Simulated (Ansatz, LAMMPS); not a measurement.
## Neighbourhoods of single atoms in amorphous carbon (111 atoms)

Density of this cell: 3.18 g/cm³. The cell holds 111 atoms: 111 C. Cell: a = 8.867 Å, b = 8.867 Å, c = 8.867 Å, α = 90.0°, β = 90.0°, γ = 90.0°. 111 atoms (111 C) placed at random at 3.18 g/cm³, melted at 6000 K for 10 ps at fixed volume with the Tersoff potential (Tersoff, Phys. Rev. B 39, 5566 (1989)). Quenched from 6000 K to 300 K at 100 K/ps and fixed volume, annealed at 1500 K for 20 ps, held 5 ps.

Computed with Ansatz 0.2.0: Kohn-Sham DFT, PBE, PAW (set soft_2), plane waves; cutoff 420 eV, k-mesh 2×2×2, gaussian smearing of 0.025 eV. Geometry: the geometry as built.

The whole cell was solved; only parts of it are printed.

A closer look about C60, which bears the longest force: 22 atoms, nearest first, numbered in the order of the input, with positions taken from that point.

```
atom      x      y      z  distance (Å)  bonds  Löwdin charge (e)     Fx     Fy  Fz (eV/Å)
 C60   0.00   0.00   0.00          0.00      3               0.06   0.76   3.66      -3.52
 C83  -0.19  -1.04   0.85          1.36      4               0.04   3.52  -3.26       0.31
C101   0.37  -0.30  -1.32          1.40      3               0.02  -0.93  -1.07       0.76
 C21   0.01   1.40   0.46          1.47      4               0.03  -0.95   0.86       0.91
 C72  -1.55  -1.27   0.87          2.19      3               0.01  -3.85   0.05       2.24
 C45   0.44  -2.27   0.17          2.32      3               0.06  -2.22  -1.58      -1.91
 C35   1.50   0.34  -1.83          2.39      3               0.00   0.84   1.20       2.10
 C57   0.66  -0.96   2.14          2.44      4               0.04  -1.03  -1.59       0.35
 C47  -1.23   2.12  -0.11          2.45      3              -0.03  -2.08  -1.32      -1.19
 C30   1.43   1.99   0.23          2.46      4               0.03   1.47   1.35      -0.06
 C54  -0.15   1.48   1.97          2.47      3               0.01  -0.57  -0.74       1.03
  C5  -0.12  -1.47  -1.99          2.48      3               0.07  -1.26   0.46      -0.49
C103   2.37   0.85   0.49          2.57      3              -0.01  -0.82   0.97       0.02
 C80   2.04  -0.16   1.80          2.73      4              -0.02  -0.41   1.03      -1.24
  C2  -2.35   0.56  -1.41          2.80      3              -0.01   0.07  -0.55       1.13
 C71   1.50  -2.29  -0.79          2.85      3              -0.01   1.86  -1.17      -0.91
 C79  -1.59  -0.05  -2.50          2.96      3               0.03  -0.78  -1.35      -1.04
 C61  -1.06  -2.45  -1.32          2.98      3              -0.01   2.16   1.04       2.32
 C91  -0.05   1.83  -2.38          3.00      3               0.01   0.40   0.40       0.60
 C17  -2.07  -2.17  -0.19          3.00      4               0.06   0.23  -2.35      -1.22
 C12   2.70  -1.41  -0.56          3.09      4               0.02   1.81  -0.81       0.28
 C63   1.40   1.78  -2.17          3.14      4               0.04  -1.36  -1.87      -0.33
```

The column of bonds counts only the pairs C-C within 1.93 Å; other neighbours, such as metal atoms beside each other in a compound, aren't counted, and periodic images can show an atom twice.

A closer look about C15, whose charge lies farthest from its element's mean: 34 atoms, nearest first, numbered in the order of the input, with positions taken from that point.

```
atom      x      y      z  distance (Å)  bonds  Löwdin charge (e)     Fx     Fy  Fz (eV/Å)
 C15   0.00   0.00   0.00          0.00      3              -0.09   0.19   0.29      -0.86
 C99  -0.82  -0.52   1.05          1.43      3               0.13  -1.06  -0.60      -0.95
 C19   0.66  -0.90  -0.95          1.47      3               0.02  -0.31   0.97      -1.56
 C52   0.53   1.28   0.60          1.52      4               0.05   0.05  -1.22       1.13
 C20   0.71   0.72   1.96          2.20      3               0.04  -0.36   2.01      -1.27
 C76  -1.58  -0.69  -1.63          2.38      3               0.04  -1.26  -1.59       0.97
C109   1.05  -0.60   2.06          2.38      3               0.01   1.54  -1.68       0.82
C108   1.93   1.48   0.31          2.45      3               0.02   2.29   0.95       0.25
 C86  -0.15  -1.53   1.93          2.47      4               0.02   0.23   2.00      -1.45
 C65  -1.99   0.25   1.44          2.47      4               0.02   0.40   1.67       1.10
 C34   0.45  -0.72  -2.38          2.53      3               0.04  -0.20   0.07       2.59
 C77   1.75  -1.78  -0.49          2.54      4               0.04  -1.22  -1.05       1.07
 C81  -0.35   2.48   0.51          2.56      4               0.02  -1.08   0.29      -0.57
 C57  -1.64   0.92  -1.83          2.62      4               0.04  -1.03  -1.59       0.35
  C8  -1.82   1.81   0.75          2.67      4               0.01  -1.75  -0.62      -0.90
 C87  -2.28  -1.36  -0.46          2.69      3              -0.05   2.47   1.54      -1.80
 C10   2.70   0.38  -0.31          2.74      3               0.06  -0.11  -1.48      -0.51
 C49   2.58  -0.91   0.32          2.75      3               0.05   0.27   2.39       0.27
 C80  -0.26   1.72  -2.17          2.78      4              -0.02  -0.41   1.03      -1.24
 C23   0.05  -2.68   1.02          2.87      3               0.02  -1.01   1.86       2.11
 C24  -2.44   1.43  -0.66          2.90      3               0.03   0.12   2.90      -1.25
 C48   0.68   0.65  -2.93          3.07      4               0.06  -1.01   0.99       1.47
 C41  -0.16   2.90  -1.05          3.09      4               0.04  -0.36  -0.29       1.30
 C44   1.29  -2.78   0.45          3.10      3               0.05  -0.96  -0.86      -1.22
C102  -3.03  -0.58   0.67          3.16      4               0.05   0.24  -1.93      -1.45
 C93   2.46  -1.00   1.79          3.20      4               0.03   0.41  -0.33      -0.37
 C25   2.96   0.22  -1.83          3.49      4               0.03   1.25   0.20       1.30
 C42   0.46   1.48   3.14          3.50      4               0.04  -0.24  -0.11       1.32
C107   2.09   1.02  -2.70          3.57      3               0.02  -2.00  -2.33       0.22
 C96  -0.64  -1.61   3.27          3.70      3               0.04  -1.13   0.19       1.00
 C88   2.58   2.61   0.92          3.78      3               0.01  -1.56  -2.69       0.01
 C74   0.41  -1.82  -3.30          3.79      3               0.02   2.17  -0.58      -1.57
  C5  -2.42   0.42   2.91          3.81      3               0.07  -1.26   0.46      -0.49
 C62   2.59  -2.35  -1.52          3.82      4               0.06   2.41  -0.17      -1.57
```

The column of bonds counts only the pairs C-C within 1.93 Å; other neighbours, such as metal atoms beside each other in a compound, aren't counted, and periodic images can show an atom twice.

A closer look about C73, picked at random: 22 atoms, nearest first, numbered in the order of the input, with positions taken from that point.

```
atom      x      y      z  distance (Å)  bonds  Löwdin charge (e)     Fx     Fy  Fz (eV/Å)
 C73   0.00   0.00   0.00          0.00      4               0.02   0.93  -0.29      -1.31
 C16   0.81   1.11  -0.47          1.45      3               0.05  -0.52   3.83       1.71
 C64   0.52  -1.32  -0.38          1.47      3               0.06   2.26  -1.81      -0.59
 C38  -0.32   0.03   1.43          1.47      4               0.03   0.97  -1.24       3.25
 C14  -1.27   0.06  -0.78          1.49      4               0.03  -0.14  -0.32      -1.01
 C26  -1.40  -1.36  -1.25          2.32      4               0.06  -1.73  -2.22       1.64
 C78   0.96  -0.23   2.19          2.40      4               0.05   0.93  -0.09       1.19
 C89   0.76   2.32   0.25          2.45      3              -0.01   1.22  -2.39      -1.13
 C58  -1.12  -1.17   1.85          2.45      3               0.00  -3.24   1.27       0.53
C100  -2.39   0.59   0.08          2.46      4               0.02  -0.63  -1.28      -0.69
 C33  -0.05  -1.98  -1.54          2.51      4               0.05  -0.28   2.71       1.06
 C95  -1.13   0.63  -2.15          2.51      3               0.03  -2.93   2.01       1.11
 C59  -0.69   1.43   1.99          2.55      4               0.04  -0.42   0.44      -1.01
C104   1.39  -2.09   0.49          2.56      4               0.02  -0.60   0.31      -1.50
 C91   1.90  -1.06   1.38          2.57      3               0.01   0.40   0.40       0.60
  C9   1.62   1.17  -1.72          2.64      4               0.03   0.93   2.03       0.91
  C4  -1.99   1.70   1.15          2.86      4               0.03  -1.17  -1.24       1.57
 C85   0.67   2.25   1.72          2.91      4               0.02  -1.04  -2.54       0.83
 C27   1.56   1.10   2.26          2.96      3              -0.02   2.20   1.50       0.37
 C32   0.48  -1.19  -2.66          2.96      3               0.05  -0.80  -0.79       0.86
 C88  -2.04  -2.17  -0.22          2.98      3               0.01  -1.56  -2.69       0.01
  C7  -0.20   0.08  -3.03          3.04      4               0.02   2.56  -1.74      -0.11
```

The column of bonds counts only the pairs C-C within 1.93 Å; other neighbours, such as metal atoms beside each other in a compound, aren't counted, and periodic images can show an atom twice.

Neighbours are counted within 1.93 Å (C-C).

Length of the force by element and coordination:

```
element  coordination  atoms  mean length of the force (eV/Å)  spread  least  most
      C           all    111                             2.30   0.958  0.641  5.13
      C             3     62                             2.51   0.950  0.746  5.13
      C             4     49                             2.03   0.901  0.641  5.03
```

The mean of these charges, 0.024 e, is only the charge that the projection spills.

Löwdin charges by element and coordination (they lack the spilled electrons, 0.024 e an atom on average):

```
element  coordination  atoms  mean charge (e)  spread    least    most
      C           all    111           0.0241  0.0294  -0.0918   0.126
      C             3     62           0.0165   0.035  -0.0918   0.126
      C             4     49           0.0338  0.0155  -0.0185  0.0617
```

The quench rate of 100 K/ps is many orders above laboratory rates, so the cell is likely richer in defects and strain than a real sample. The force components of 1.4 eV/Å r.m.s. hold both thermal displacement and the mismatch between the potential that made the cell and DFT. The network of bonds at the start is that of the classical potential that made the cell, and needn't be the one that DFT or experiment would give. The Löwdin charges lack the electrons that the projection spills, 0.024 e an atom on average.

[Logs are printed without paths, hosts, clocks, repeated set-up lines and the standing remarks that a program may print on its own settings, such as how far it seeks lower states.]

[Hosts, paths, dates, database ids (printed as entryN), source tags and the programs' standing remarks are cut or masked in the printed files.]
